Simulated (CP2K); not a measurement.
Two runs for the C K edge of 5-hydroxypyrimidine. Run A: CP2K XAS_TDP, all-electron GAPW, PBEh(45%), aug-cc-pVDZ, TDA, no relativity. Run B differs in one setting.

First lines with a strength over 0.0015. A:

| atom | energy (eV) | states | strength, one atom |
| --- | --- | --- | --- |
| C2 (bonded to 2 C and O) | 283.19 | 1 | 0.0599 |
|  | 286.06 | 1 | 0.0089 |
|  | 287.02 | 1 | 0.0150 |
|  | 287.86 | 1 | 0.0029 |
|  | 287.89 | 1 | 0.0028 |
| C3 (bonded to C, N and H) | 281.52 | 1 | 0.0540 |
|  | 285.78 | 1 | 0.0084 |
|  | 286.07 | 1 | 0.0072 |
|  | 286.84 | 1 | 0.0020 |
|  | 287.10 | 1 | 0.0019 |
| C5 (bonded to 2 N and H) | 282.20 | 1 | 0.0601 |
|  | 286.13 | 1 | 0.0108 |
|  | 286.61 | 1 | 0.0028 |
|  | 287.20 | 1 | 0.0020 |
|  | 288.11 | 1 | 0.0020 |

B:

| atom | energy (eV) | states | strength, one atom |
| --- | --- | --- | --- |
| C2 (bonded to 2 C and O) | 288.86 | 1 | 0.0587 |
|  | 291.74 | 1 | 0.0087 |
|  | 292.69 | 1 | 0.0147 |
|  | 293.53 | 1 | 0.0029 |
|  | 293.56 | 1 | 0.0027 |
| C3 (bonded to C, N and H) | 287.28 | 1 | 0.0529 |
|  | 291.54 | 1 | 0.0082 |
|  | 291.83 | 1 | 0.0071 |
|  | 292.60 | 1 | 0.0020 |
|  | 292.86 | 1 | 0.0019 |
| C5 (bonded to 2 N and H) | 287.83 | 1 | 0.0589 |
|  | 291.77 | 1 | 0.0106 |
|  | 292.25 | 1 | 0.0027 |
|  | 292.83 | 1 | 0.0019 |
|  | 293.75 | 1 | 0.0020 |

Q: Which was it: scalar relativity switched on, the functional, GW2X switched on, the basis?

GW2X switched on. GW2X shifts an atom's lines together and keeps their spacings. Against PBEh(45%) in aug-cc-pVDZ, the leading lines move by +5.67 eV (C2, to 288.86), +5.76 eV (C3, to 287.28) and +5.63 eV (C5, to 287.83).

[Hosts, paths, dates, database ids (printed as entryN), source tags and the programs' standing remarks are cut or masked in the printed files.]
